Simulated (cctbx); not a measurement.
# X-rays or neutrons for the lightest atoms?

Cell a = 8.3090 Å, b = 8.3090 Å, c = 13.0950 Å, α = 90.00°, β = 90.00°, γ = 120.00°; space group P-6m2 (no. 187); content Ba14 Mn1 Li1. The heavier atoms are placed; Li is still missing.

Simulated single-crystal data (cctbx): Ag Kα, λ = 0.56087 Å, to d = 0.84 Å, 50 % of the full sphere, strongest reflection 20000 counts, noise from counting, a 1.5 % proportional error and a noise floor of 8 counts (s.d.); no absorption.

Refinement without Li (map in e/Å³):

```text
Rint 0.027, 583 unique reflections to 0.84 A
cycle     R1     wR2    GooF  max shift (A)
   1  0.1083  0.2197   7.032   0.03476
   2  0.0188  0.0311   0.996   0.00002
final R1 0.0188 wR2 0.0311 GooF 0.996  parameters 10  data/parameter 58.3
atom        x        y        z      Ueq    occ   su(xyz)  su(Uiso or U11)
Ba1    0.66667  0.33333  0.75164   0.0056  1.000  0.00013  0.0002
Ba2    0.67744  0.83872  0.74947   0.0060  1.000  0.00009  0.0001
Ba3    0.49681  0.50319  0.50000   0.0043  1.000  0.00011  0.0002
Ba4    0.49870  0.50130  0.00000   0.0052  1.000  0.00011  0.0002
Mn1    0.00000  0.00000  0.00000   0.0046  1.000  0.00000  0.0007
difference map: max 4.91 min -3.79 rms 0.25
Q1    0.0000  0.0000  0.5000    1    4.91  -1.00 A from Mn1
Q2    0.0000  0.0000  0.3550    2    1.60  2.69 A from Ba2
Q3    0.6667  0.3333  0.1926    2    0.95  0.73 A from Ba1
Q4    0.6667  0.3333  0.4183    2    0.90  2.23 A from Ba1
Q5    0.6219  0.2437  0.0000    3    0.90  1.77 A from Ba4
Q6    0.5342  0.0685  0.5000    3    0.87  0.54 A from Ba3
Q7    0.1088  0.5544  0.4526    6    0.82  0.96 A from Ba3
Q8    0.2343  0.4685  0.2279    6    0.81  1.09 A from Ba2
```

The data are simulated with cctbx, not measured: neutrons of λ = 0.95 Å, to d = 0.8 Å, 50 % of the full sphere, strongest reflection 5000 counts, noise from counting, a 1.5 % proportional error and a noise floor of 8 counts (s.d.); no absorption.

Refinement without Li (map in fm/Å³; only maxima are listed):

```text
Rint 0.038, 676 unique reflections to 0.80 A
cycle     R1     wR2    GooF  max shift (A)
   1  0.1460  0.3088   9.274   0.05916
   8  0.0833  0.1594   4.788   0.01034
final R1 0.0440 wR2 0.1046 GooF 3.140  parameters 10  data/parameter 67.6
atom        x        y        z      Ueq    occ   su(xyz)  su(Uiso or U11)
Ba1    0.66667  0.33333  0.75040   0.0056  1.000  0.00027  0.0005
Ba2    0.67749  0.83875  0.74953   0.0076  1.000  0.00018  0.0003
Ba3    0.49682  0.50318  0.50000   0.0052  1.000  0.00052  0.0004
Ba4    0.49649  0.50351  0.00000   0.0048  1.000  0.00050  0.0005
Mn1    0.00000  0.00000  0.00000   0.0001  1.000  0.00000  0.0007
difference map: max 4.59 min -9.79 rms 0.15
Q1    0.0000  0.0000  0.0000    1    4.59  0.00 A from Mn1
Q2    0.3333  0.6667  0.2228    2    0.76  2.50 A from Ba2
Q3    0.9915  0.4958  0.0000    3    0.62  0.11 A from Ba4
Q4    0.0355  0.0710  0.4579    6    0.59  3.26 A from Ba2
Q5    0.1112  0.0556  0.5000    3    0.58  3.49 A from Ba3
Q6    0.0549  0.1098  0.5000    3    0.47  3.49 A from Ba3
Q7    0.6667  0.3333  0.2206    2    0.41  0.38 A from Ba1
Q8    0.0000  0.0000  0.1600    2    0.40  2.09 A from Mn1
```

**Question.** Where is Li, and which data fix it better?

Li sits at (0, 0, 1/2). Adding it takes R1 from 0.019 to 0.019 with X-rays and from 0.044 to 0.016 with neutrons. Symmetry fixes its coordinates; the s.u. of its U is 0.0185 Å² with X-rays and 0.0014 Å² with neutrons. In the X-ray map Q1 marks it. No listed neutron peak is on it. Natural Li has a negative scattering length, so it shows as a hole in the neutron map (minimum -9.8), not among the maxima.

Final neutron refinement:

```text
Rint 0.038, 676 unique reflections to 0.80 A
cycle     R1     wR2    GooF  max shift (A)
   1  0.1319  0.2702   8.123   0.04747
   3  0.0157  0.0305   0.918   0.00000
final R1 0.0157 wR2 0.0305 GooF 0.918  parameters 11  data/parameter 61.5
atom        x        y        z      Ueq    occ   su(xyz)  su(Uiso or U11)
Ba1    0.66667  0.33333  0.75201   0.0057  1.000  0.00016  0.0001
Ba2    0.67730  0.83865  0.74936   0.0063  1.000  0.00009  0.0001
Ba3    0.49642  0.50358  0.50000   0.0046  1.000  0.00009  0.0002
Ba4    0.49895  0.50105  0.00000   0.0049  1.000  0.00011  0.0002
Mn1    0.00000  0.00000  0.00000   0.0079  1.000  0.00000  0.0006
Li1    0.00000  0.00000  0.50000   0.0137  1.000  0.00000  0.0014
difference map: max 0.46 min -0.41 rms 0.05
Q1    0.0000  0.0000  0.0000    1    0.46  0.00 A from Mn1
Q2    0.0000  0.0000  0.0648    2    0.34  0.85 A from Mn1
Q3    0.0000  0.0000  0.1809    2    0.26  2.37 A from Mn1
Q4    0.0000  0.0000  0.2693    2    0.21  2.33 A from Ba2
Q5    0.5479  0.0957  0.0000    3    0.20  0.70 A from Ba4
Q6    0.0076  0.1504  0.5000    6    0.20  1.22 A from Li1
```

The model was made for the exercise: a known structure type with other elements put in, its volume estimated, not relaxed; displacement parameters are assumed.

[Middle refinement cycles are left out of these outputs.]

[Logs are printed without paths, hosts, clocks, repeated set-up lines and the standing remarks that a program may print on its own settings, such as how far it seeks lower states.]
